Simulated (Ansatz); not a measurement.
# Mg on Mo(110): change of the work function, part 2 of 6

Aim: the work function of Mo(110) at several coverages of Mg (hollow site), and the dipole that each adsorbate carries.

Ansatz 0.2.0; plane-wave DFT, PBE, Ansatz PAW.

So far, work function, upper face (eV): step 2 (the clean slab) 4.60.

### Step 3. Adsorbate added, k-mesh 4×4×1, coverage 0.111 ML

System of this step: Mg/Mo(110). The cell holds 37 atoms: 36 Mo and 1 Mg. Its edges and angles: a = 8.184 Å, b = 8.184 Å, c = 27.325 Å, α = 90.0°, β = 90.0°, γ = 70.5°. Vacuum lies along c.

The clean slab as it ended is repeated in the plane and the adsorbate is set on one face; the cell's size fixes the coverage, and the k-mesh shrinks with it to keep the sampling density about even. Adsorbate and upper layers relax, since the dipole depends on the height.

File input.yaml:

```yaml
crystal:
  lattice:
    - [6.6821590821, -4.725, 0.0]
    - [6.6821590821, 4.725, 0.0]
    - [0.0, 0.0, 27.3250875724]
  atoms:
    - { symbol: Mo, position: [0.0, 0.0, 0.3293676544] }
    - { symbol: Mo, position: [0.1666666667, 0.1666666667, 0.4108819901] }
    - { symbol: Mo, position: [0.0, 0.0, 0.4932099882] }
    - { symbol: Mo, position: [0.1666666667, 0.1666666667, 0.5717514282] }
    - { symbol: Mo, position: [0.0, 0.3333333333, 0.3293676544] }
    - { symbol: Mo, position: [0.1666666667, 0.5, 0.4108819901] }
    - { symbol: Mo, position: [0.0, 0.3333333333, 0.4932099882] }
    - { symbol: Mo, position: [0.1666666667, 0.5, 0.5717514282] }
    - { symbol: Mo, position: [0.0, 0.6666666667, 0.3293676544] }
    - { symbol: Mo, position: [0.1666666667, 0.8333333333, 0.4108819901] }
    - { symbol: Mo, position: [0.0, 0.6666666667, 0.4932099882] }
    - { symbol: Mo, position: [0.1666666667, 0.8333333333, 0.5717514282] }
    - { symbol: Mo, position: [0.3333333333, 0.0, 0.3293676544] }
    - { symbol: Mo, position: [0.5, 0.1666666667, 0.4108819901] }
    - { symbol: Mo, position: [0.3333333333, 0.0, 0.4932099882] }
    - { symbol: Mo, position: [0.5, 0.1666666667, 0.5717514282] }
    - { symbol: Mo, position: [0.3333333333, 0.3333333333, 0.3293676544] }
    - { symbol: Mo, position: [0.5, 0.5, 0.4108819901] }
    - { symbol: Mo, position: [0.3333333333, 0.3333333333, 0.4932099882] }
    - { symbol: Mo, position: [0.5, 0.5, 0.5717514282] }
    - { symbol: Mo, position: [0.3333333333, 0.6666666667, 0.3293676544] }
    - { symbol: Mo, position: [0.5, 0.8333333333, 0.4108819901] }
    - { symbol: Mo, position: [0.3333333333, 0.6666666667, 0.4932099882] }
    - { symbol: Mo, position: [0.5, 0.8333333333, 0.5717514282] }
    - { symbol: Mo, position: [0.6666666667, 0.0, 0.3293676544] }
    - { symbol: Mo, position: [0.8333333333, 0.1666666667, 0.4108819901] }
    - { symbol: Mo, position: [0.6666666667, 0.0, 0.4932099882] }
    - { symbol: Mo, position: [0.8333333333, 0.1666666667, 0.5717514282] }
    - { symbol: Mo, position: [0.6666666667, 0.3333333333, 0.3293676544] }
    - { symbol: Mo, position: [0.8333333333, 0.5, 0.4108819901] }
    - { symbol: Mo, position: [0.6666666667, 0.3333333333, 0.4932099882] }
    - { symbol: Mo, position: [0.8333333333, 0.5, 0.5717514282] }
    - { symbol: Mo, position: [0.6666666667, 0.6666666667, 0.3293676544] }
    - { symbol: Mo, position: [0.8333333333, 0.8333333333, 0.4108819901] }
    - { symbol: Mo, position: [0.6666666667, 0.6666666667, 0.4932099882] }
    - { symbol: Mo, position: [0.8333333333, 0.8333333333, 0.5717514282] }
    - { symbol: Mg, position: [0.28, 0.28, 0.6706323456] }
kpoints:
  mp_grid: { grid: [4, 4, 1] }
hamiltonian:
  xc: pbe
scf:
  occupations: { method: fermi_dirac, width: 0.1 }
  convergence: { dr2_threshold: 1.0e-08 }
efield:
  axis: 3
  dipole_correction: true
  ramp_position: 0.97
  ramp_width: 0.06
relax:
  f_tol: 0.02
  max_steps: 60
  constraints:
    - { sites: [0, 1, 4, 5, 8, 9, 12, 13, 16, 17, 20, 21, 24, 25, 28, 29, 32, 33] }
output:
  bader: true
  write_potential: true
  write_density: true
  volumetric_format: npy
```

Command:

```bash
$ ansatz run input.yaml --threads 4 --pin off --max-ram 12288MiB --backend cpu --events-out ev --progress --plain --runs-dir out
```

Numbers of over 12 decimals in the logs are rounded to 6 here.

What it wrote:

```text
[...]
Crystal: 37 atoms, lattice volume = 1725.481 Å³
Basis set: ecut = 420 eV, 33783 PW (Γ), exchange–correlation on 120×120×384 points (8 copies of the dense FFT grid, shifted against one another)
Bands: 309, of which v1, the nominal top of the filled ones, is band 257 counted from 1 (256 counted from 0)
Symmetry: 2 space group operations
[...]
k-points: 7 of 16 (time reversal used)
[...]
SCF iter   1: F=—  HF=-180318.877220 eV  |F-HF|=—  |Δ(HF+E_count)|=         —  Δρ=3.75e-3  dr2=2.65e0  ethr=1.77e-3  p=0.446 e·Å  D=4.68e-2 V/Å  ΔV_dip=-1.28 eV  dr2_dipole=1.06e0  V_vac-E_F(+/−)=3.61/4.89 eV  ⟨swp⟩=9.6  Hψ=10311  notcnv=0
[...]
SCF iter  10: F=-180318.838827 eV  HF=-180318.838827 eV  |F-HF|=8.79e-9  |Δ(HF+E_count)|=   2.37e-8  Δρ=3.07e-7  dr2=4.07e-9  ethr=1.95e-12  p=0.383 e·Å  D=4.01e-2 V/Å  ΔV_dip=-1.10 eV  dr2_dipole=1.20e-12  V_vac-E_F(+/−)=3.56/4.66 eV  ⟨swp⟩=10.6  Hψ=15344  notcnv=0
SCF 1 converged in 10 iterations: F = -180318.838827 eV  dr2 = 4.07e-9
[...]
relax step   1: F+E_penalty+E_count = -180318.83882715 eV  Δ(F+E_penalty+E_count) = +0.000e0 eV  max|allowed force component| = 9.838e-1 eV/Å  Δτ_max = 0.0000 Å  (10 SCF iters, accepted)
[...]
SCF iter   1: F=—  HF=-180319.021632 eV  |F-HF|=—  |Δ(HF+E_count)|=         —  Δρ=2.28e-3  dr2=2.14e-1  ethr=2.88e-5  p=0.383 e·Å  D=4.01e-2 V/Å  ΔV_dip=-1.10 eV  dr2_dipole=2.96e-2  V_vac-E_F(+/−)=3.57/4.66 eV  ⟨swp⟩=2.1  Hψ=7230  notcnv=0
[...]
eigensolver tolerance schedule calibrated: the retry pair's looser diagonalisation under-reported the residual by θ = 0.31 (0.15/decade); ethr = c·dr2/N_el runs at the constant in force after the calibration composes with the one it found (an armed cap, an earlier calibration), c = 4.3e-2
[...]
SCF iter   2: F=—  HF=-180319.008624 eV  |F-HF|=—  |Δ(HF+E_count)|=   1.30e-2  Δρ=9.81e-4  dr2=4.47e-2  ethr=1.81e-5  p=0.387 e·Å  D=4.06e-2 V/Å  ΔV_dip=-1.11 eV  dr2_dipole=1.25e-3  V_vac-E_F(+/−)=3.55/4.66 eV  ⟨swp⟩=2.0  Hψ=3787  notcnv=0
[...]
SCF iter   9: F=-180319.006442 eV  HF=-180319.006442 eV  |F-HF|=1.27e-8  |Δ(HF+E_count)|=   9.35e-8  Δρ=4.95e-7  dr2=7.59e-9  ethr=1.00e-12  p=0.378 e·Å  D=3.96e-2 V/Å  ΔV_dip=-1.08 eV  dr2_dipole=1.26e-12  V_vac-E_F(+/−)=3.57/4.66 eV  ⟨swp⟩=10.7  Hψ=15696  notcnv=0
SCF 2 converged in 9 iterations: F = -180319.006442 eV  dr2 = 7.59e-9
relax step   2: F+E_penalty+E_count = -180319.00644176 eV  Δ(F+E_penalty+E_count) = -1.676e-1 eV  max|allowed force component| = 7.261e-1 eV/Å  Δτ_max = 0.1928 Å  (9 SCF iters, accepted)
SCF iter   1: F=—  HF=-180319.116896 eV  |F-HF|=—  |Δ(HF+E_count)|=         —  Δρ=2.12e-3  dr2=3.29e-1  ethr=3.85e-4  p=0.378 e·Å  D=3.96e-2 V/Å  ΔV_dip=-1.08 eV  dr2_dipole=4.85e-2  V_vac-E_F(+/−)=3.58/4.67 eV  ⟨swp⟩=5.6  Hψ=5762  notcnv=0
[...]
SCF iter  10: F=-180319.101187 eV  HF=-180319.101187 eV  |F-HF|=4.25e-9  |Δ(HF+E_count)|=   1.94e-8  Δρ=2.02e-7  dr2=2.02e-9  ethr=1.95e-12  p=0.357 e·Å  D=3.74e-2 V/Å  ΔV_dip=-1.02 eV  dr2_dipole=8.09e-13  V_vac-E_F(+/−)=3.63/4.65 eV  ⟨swp⟩=10.0  Hψ=13766  notcnv=0
SCF 3 converged in 10 iterations: F = -180319.101187 eV  dr2 = 2.02e-9
relax step   3: F+E_penalty+E_count = -180319.10118748 eV  Δ(F+E_penalty+E_count) = -9.475e-2 eV  max|allowed force component| = 2.133e-1 eV/Å  Δτ_max = 0.1992 Å  (10 SCF iters, accepted)
[...]
relax step   4: F+E_penalty+E_count = -180319.13666785 eV  Δ(F+E_penalty+E_count) = -3.548e-2 eV  max|allowed force component| = 1.411e-1 eV/Å  Δτ_max = 0.1948 Å  (10 SCF iters, accepted)
[...]
relax step   5: F+E_penalty+E_count = -180319.16047294 eV  Δ(F+E_penalty+E_count) = -2.381e-2 eV  max|allowed force component| = 7.356e-2 eV/Å  Δτ_max = 0.2000 Å  (9 SCF iters, accepted)
[...]
relax step   6: F+E_penalty+E_count = -180319.16709065 eV  Δ(F+E_penalty+E_count) = -6.618e-3 eV  max|allowed force component| = 1.123e-1 eV/Å  Δτ_max = 0.1851 Å  (9 SCF iters, accepted)
SCF iter   1: F=—  HF=-180319.167603 eV  |F-HF|=—  |Δ(HF+E_count)|=         —  Δρ=5.73e-4  dr2=1.14e-2  ethr=2.97e-6  p=0.345 e·Å  D=3.62e-2 V/Å  ΔV_dip=-0.99 eV  dr2_dipole=6.76e-4  V_vac-E_F(+/−)=3.67/4.65 eV  ⟨swp⟩=4.0  Hψ=4877  notcnv=0
[...]
SCF iter   8: F=-180319.169746 eV  HF=-180319.169746 eV  |F-HF|=9.14e-9  |Δ(HF+E_count)|=   3.19e-8  Δρ=2.64e-7  dr2=2.34e-9  ethr=1.95e-12  p=0.346 e·Å  D=3.63e-2 V/Å  ΔV_dip=-0.99 eV  dr2_dipole=2.31e-11  V_vac-E_F(+/−)=3.66/4.65 eV  ⟨swp⟩=10.7  Hψ=15365  notcnv=0
SCF 7 converged in 8 iterations: F = -180319.169746 eV  dr2 = 2.34e-9
relax step   7: F+E_penalty+E_count = -180319.16974611 eV  Δ(F+E_penalty+E_count) = -2.655e-3 eV  max|allowed force component| = 7.755e-3 eV/Å  Δτ_max = 0.0230 Å  (8 SCF iters, accepted)
NSCF: frozen V_eff on 7 k-points
[...]
SCF converged after 8 iterations
Free energy (F): -180319.169746 eV
[...]
Internal energy: -180318.104590 eV  (E = F + TS)
E sigma→0 (E₀):  -180318.637168 eV
Entropy (-TS):   -1.065156 eV (-28.788 meV/atom)
Fermi energy:    4.282111 eV
Dipole field:    D = 0.036276 V/Å  (p = 0.345911 e·Å, saw-weighted, corrected)
Work function:   Φ+ = 3.6638 eV   Φ− = 4.6550 eV
[...]
--- Forces (eV/Å), atoms counted from 1 ---
  atom   1  Mo    -0.01698224    -0.00000000     0.48933058
  atom   2  Mo    -0.01208598    -0.00000000    -0.51200395
  atom   3  Mo    -0.00550721     0.00000000     0.00775517
  atom   4  Mo     0.00139390     0.00000000    -0.00114859
  atom   5  Mo    -0.00185319     0.00753064     0.51547445
  atom   6  Mo    -0.00123952    -0.01494971    -0.48806073
  atom   7  Mo    -0.00029072     0.00596082    -0.00553375
  atom   8  Mo    -0.00066887    -0.00437719     0.00505887
  atom   9  Mo    -0.00047427     0.00244826     0.50648262
  atom  10  Mo    -0.00660348    -0.02390789    -0.50724726
  atom  11  Mo     0.00160813    -0.00122436     0.00509119
  atom  12  Mo     0.00215540    -0.00421861     0.00019856
  atom  13  Mo    -0.00185319    -0.00753064     0.51547445
  atom  14  Mo    -0.00123952     0.01494971    -0.48806073
  atom  15  Mo    -0.00029072    -0.00596082    -0.00553375
  atom  16  Mo    -0.00066887     0.00437719     0.00505887
  atom  17  Mo     0.00006391     0.00000000     0.48768737
  atom  18  Mo     0.01217314     0.00000000    -0.51077078
  atom  19  Mo     0.00351315    -0.00000000     0.00517362
  atom  20  Mo    -0.00324602    -0.00000000    -0.00230828
  atom  21  Mo     0.00206860     0.00716006     0.51543292
  atom  22  Mo     0.00642901     0.02371470    -0.50543045
  atom  23  Mo     0.00345983     0.00229341    -0.00274204
  atom  24  Mo     0.00132058     0.00415986    -0.00126996
  atom  25  Mo    -0.00047427    -0.00244826     0.50648262
  atom  26  Mo    -0.00660348     0.02390789    -0.50724726
  atom  27  Mo     0.00160813     0.00122436     0.00509119
  atom  28  Mo     0.00215540     0.00421861     0.00019856
  atom  29  Mo     0.00206860    -0.00716006     0.51543292
  atom  30  Mo     0.00642901    -0.02371470    -0.50543045
  atom  31  Mo     0.00345983    -0.00229341    -0.00274204
  atom  32  Mo     0.00132058    -0.00415986    -0.00126996
  atom  33  Mo     0.01734412     0.00000000     0.48916406
  atom  34  Mo    -0.00034600    -0.00000000    -0.52786377
  atom  35  Mo    -0.00440014    -0.00000000     0.00446044
  atom  36  Mo    -0.00653817    -0.00000000    -0.00297639
  atom  37  Mg     0.00278688     0.00000000    -0.00141778
  max |Σ_I F_I| component: 9.45e-6 eV/Å
--- Band table (eV; the first three rows and the last of 7) ---
  k-point 0: bands = [... 253 lower, 4.0659, 4.0884, 4.3534, 4.4212, 4.6102, 4.6319, 4.6679, 4.8649, ... 48 higher]
  k-point 1: bands = [... 253 lower, 4.2045, 4.2583, 4.3685, 4.4938, 4.5035, 4.5457, 4.6022, 4.6659, ... 48 higher]
  k-point 2: bands = [... 253 lower, 4.0944, 4.1391, 4.2529, 4.2927, 4.3629, 4.3664, 4.4116, 4.5792, ... 48 higher]
  k-point 6: bands = [... 253 lower, 3.8124, 3.8202, 3.8532, 3.8598, 3.8853, 4.0031, 4.0032, 4.1073, ... 48 higher]
--- Relaxed structure (7 steps of the walk, 7 accepted, 0 SCFs on fresh bases) ---
  F+E_penalty+E_count = -180319.16974611 eV   max|allowed force component| = 7.755e-3 eV/Å
  atoms:
    - { symbol: Mo, position: [0.0, 0.0, 0.329368] }
    - { symbol: Mo, position: [0.1666666667, 0.1666666667, 0.410882] }
    - { symbol: Mo, position: [0.000638525, 0.000638525, 0.493416] }
    - { symbol: Mo, position: [0.166998, 0.166998, 0.573253] }
    - { symbol: Mo, position: [0.0, 0.333333, 0.329368] }
    - { symbol: Mo, position: [0.166667, 0.5, 0.410882] }
    - { symbol: Mo, position: [-0.00129225, 0.333184, 0.492972] }
    - { symbol: Mo, position: [0.163627, 0.503058, 0.571157] }
    - { symbol: Mo, position: [-5.551115123125783e-17, 0.666667, 0.329368] }
    - { symbol: Mo, position: [0.166667, 0.8333333333, 0.410882] }
    - { symbol: Mo, position: [-0.000847037, 0.667499, 0.492863] }
    - { symbol: Mo, position: [0.167731, 0.833627, 0.572494] }
    - { symbol: Mo, position: [0.333333, 0.0, 0.329368] }
    - { symbol: Mo, position: [0.5, 0.166667, 0.410882] }
    - { symbol: Mo, position: [0.333184, -0.00129225, 0.492972] }
    - { symbol: Mo, position: [0.503058, 0.163627, 0.571157] }
    - { symbol: Mo, position: [0.333333, 0.333333, 0.329368] }
    - { symbol: Mo, position: [0.5, 0.5, 0.410882] }
    - { symbol: Mo, position: [0.333308, 0.333308, 0.492836] }
    - { symbol: Mo, position: [0.499589, 0.499589, 0.573271] }
    - { symbol: Mo, position: [0.3333333333, 0.666667, 0.329368] }
    - { symbol: Mo, position: [0.500000, 0.833333, 0.410882] }
    - { symbol: Mo, position: [0.333451, 0.667915, 0.492964] }
    - { symbol: Mo, position: [0.498872, 0.832979, 0.572490] }
    - { symbol: Mo, position: [0.666667, -5.551115123125783e-17, 0.329368] }
    - { symbol: Mo, position: [0.8333333333, 0.166667, 0.410882] }
    - { symbol: Mo, position: [0.667499, -0.000847037, 0.492863] }
    - { symbol: Mo, position: [0.833627, 0.167731, 0.572494] }
    - { symbol: Mo, position: [0.666667, 0.3333333333, 0.329368] }
    - { symbol: Mo, position: [0.833333, 0.500000, 0.410882] }
    - { symbol: Mo, position: [0.667915, 0.333451, 0.492964] }
    - { symbol: Mo, position: [0.832979, 0.498872, 0.572490] }
    - { symbol: Mo, position: [0.6666666667, 0.6666666667, 0.329368] }
    - { symbol: Mo, position: [0.8333333333, 0.8333333333, 0.410882] }
    - { symbol: Mo, position: [0.666058, 0.666058, 0.493442] }
    - { symbol: Mo, position: [0.833402, 0.833402, 0.571468] }
    - { symbol: Mg, position: [0.332731, 0.332731, 0.654744] }
--- Bader charges: 37 sites ---
  site symbol  charge [e]  shift [e]
     0     Mo     -0.0546     0.0000
     1     Mo      0.0499     0.0000
     2     Mo      0.0570     0.0000
     3     Mo     -0.1724     0.0002
     4     Mo     -0.0538     0.0000
     5     Mo      0.0503     0.0000
     6     Mo      0.0542     0.0000
     7     Mo     -0.3784     0.0002
     8     Mo     -0.0520     0.0000
     9     Mo      0.0508     0.0000
    10     Mo      0.0554     0.0000
    11     Mo     -0.0608     0.0000
    12     Mo     -0.0538     0.0000
    13     Mo      0.0503     0.0000
    14     Mo      0.0542     0.0000
    15     Mo     -0.3784     0.0002
    16     Mo     -0.0513     0.0000
    17     Mo      0.0499     0.0000
    18     Mo      0.0462     0.0000
    19     Mo     -0.1684     0.0002
    20     Mo     -0.0539     0.0000
    21     Mo      0.0508     0.0000
    22     Mo      0.0542     0.0000
    23     Mo     -0.0609     0.0000
    24     Mo     -0.0520     0.0000
    25     Mo      0.0508     0.0000
    26     Mo      0.0553     0.0000
    27     Mo     -0.0609     0.0000
    28     Mo     -0.0538     0.0000
    29     Mo      0.0508     0.0000
    30     Mo      0.0542     0.0000
    31     Mo     -0.0608     0.0000
    32     Mo     -0.0546     0.0000
    33     Mo      0.0455     0.0000
    34     Mo      0.0570     0.0000
    35     Mo     -0.0558     0.0000
    36     Mg      0.9399     0.0001
  estimated error of the sums over rays = 6.7e-4 e
```

Elapsed: 18 min, on 4 threads of Arm Neoverse V2, shared host; peak memory 9.7 GiB; 72 min of CPU time.

Step by step:

```tsv
step	energy less that of the first step (eV)	largest force component (eV/Å)
1	0.0000	0.9838
2	-0.1676	0.7261
3	-0.2624	0.2133
4	-0.2978	0.1411
5	-0.3216	0.0736
6	-0.3283	0.1123
7	-0.3309	0.0078
```

Forces are held to the 2 operations that the run works with; a distortion that breaks them can't arise in this run.

The atoms that moved most (Å):

```tsv
atom	dx	dy	dz	length
Mg37	0.705	0.000	-0.434	0.828
Mo20	-0.005	0.000	0.042	0.042
Mo4	0.004	0.000	0.041	0.041
Mo16	0.000	-0.029	-0.016	0.033
Mo8	0.000	0.029	-0.016	0.033
Mo24	-0.010	0.004	0.020	0.023
Mo32	-0.010	-0.004	0.020	0.023
Mo28	0.009	0.004	0.020	0.023
```

The relaxed structure:

```
Mo Mg
1.0
     6.68216   -4.72500    0.00000
     6.68216    4.72500    0.00000
     0.00000    0.00000   27.32509
Mo Mg
36 1
Cartesian
  0.0000 0.0000 9.0000
  2.2274 0.0000 11.2274
  0.0085 0.0000 13.4826
  2.2318 0.0000 15.6642
  2.2274 1.5750 9.0000
  4.4548 1.5750 11.2274
  2.2178 1.5804 13.4705
  4.4549 1.6038 15.6069
  4.4548 3.1500 9.0000
  6.6822 3.1500 11.2274
  4.4547 3.1579 13.4675
  6.6912 3.1464 15.6435
  2.2274 -1.5750 9.0000
  4.4548 -1.5750 11.2274
  2.2178 -1.5804 13.4705
  4.4549 -1.6038 15.6069
  4.4548 0.0000 9.0000
  6.6822 0.0000 11.2274
  4.4544 0.0000 13.4668
  6.6767 0.0000 15.6647
  6.6822 1.5750 9.0000
  8.9095 1.5750 11.2274
  6.6913 1.5803 13.4703
  8.8996 1.5787 15.6434
  4.4548 -3.1500 9.0000
  6.6822 -3.1500 11.2274
  4.4547 -3.1579 13.4675
  6.6912 -3.1464 15.6435
  6.6822 -1.5750 9.0000
  8.9095 -1.5750 11.2274
  6.6913 -1.5803 13.4703
  8.8996 -1.5787 15.6434
  8.9095 0.0000 9.0000
  11.1369 0.0000 11.2274
  8.9014 0.0000 13.4833
  11.1378 0.0000 15.6154
  4.4467 0.0000 17.8909
```

Numbers from this step:

```
energy at zero smearing        : -180318.6372 eV
work function, upper face      : 3.664 eV
work function, lower face      : 4.655 eV
dipole along the normal        : 0.3459 e·Å
step between the vacuum levels : -0.9912 eV
```

Running mean over 2.227 Å of the planar mean; the ramp of the sawtooth is left out. Table of electron's electrostatic potential energy less the Fermi level by z:

z (Å), electron's electrostatic potential energy less the Fermi level (eV) and a bar from the least value:
```
      3.5        4.7 ##############################
      4.0        4.7 ##############################
      4.5        4.7 ##############################
      5.0        4.6 ##############################
      5.5        4.6 ##############################
      6.0        4.5 ##############################
      6.5        4.2 #############################
      7.0        3.2 ############################
      7.5       -0.2 ######################
      8.0       -6.0 ############
      8.5      -10.8 ####
      9.0      -12.4 ##
      9.5      -12.6 #
     10.0      -12.7 #
     10.5      -12.8 #
     11.0      -12.9 #
     11.5      -12.9 #
     12.0      -12.8 #
     12.5      -12.7 #
     13.0      -12.8 #
     13.5      -13.0 #
     14.0      -13.3 
     14.5      -13.5 
     15.0      -13.2 
     15.5      -12.7 #
     16.0      -11.6 ###
     16.5       -7.9 #########
     17.0       -2.5 ##################
     17.5        1.3 ########################
     18.0        2.5 ##########################
     18.5        2.8 ###########################
     19.0        3.1 ###########################
     19.5        3.5 ############################
     20.0        3.6 ############################
     20.5        3.6 ############################
     21.0        3.7 ############################
     21.5        3.7 ############################
     22.0        3.7 ############################
     22.5        3.7 ############################
     23.0        3.7 ############################
     23.5        3.7 ############################
     24.0        3.7 ############################
```

The relaxation took 7 steps and lowered the energy by 0.33 eV; the largest force on the free atoms ends at 0.0078 eV/Å.

The covered face has 3.66 eV, -0.93 eV against the clean one; the bare back face has moved by -0.04 eV, a measure of how thin the slab is.

(Continued in part 3 of 6.)

[Logs are printed without paths, hosts, clocks, repeated set-up lines and the standing remarks that a program may print on its own settings, such as how far it seeks lower states.]

[Hosts, paths, dates, database ids (printed as entryN), source tags and the programs' standing remarks are cut or masked in the printed files.]

[Maps of the electrostatic potential energy from Ansatz leave out the sawtooth potential of an applied field or a dipole correction, so their vacuum need not be flat; planar profiles and work functions include it.]
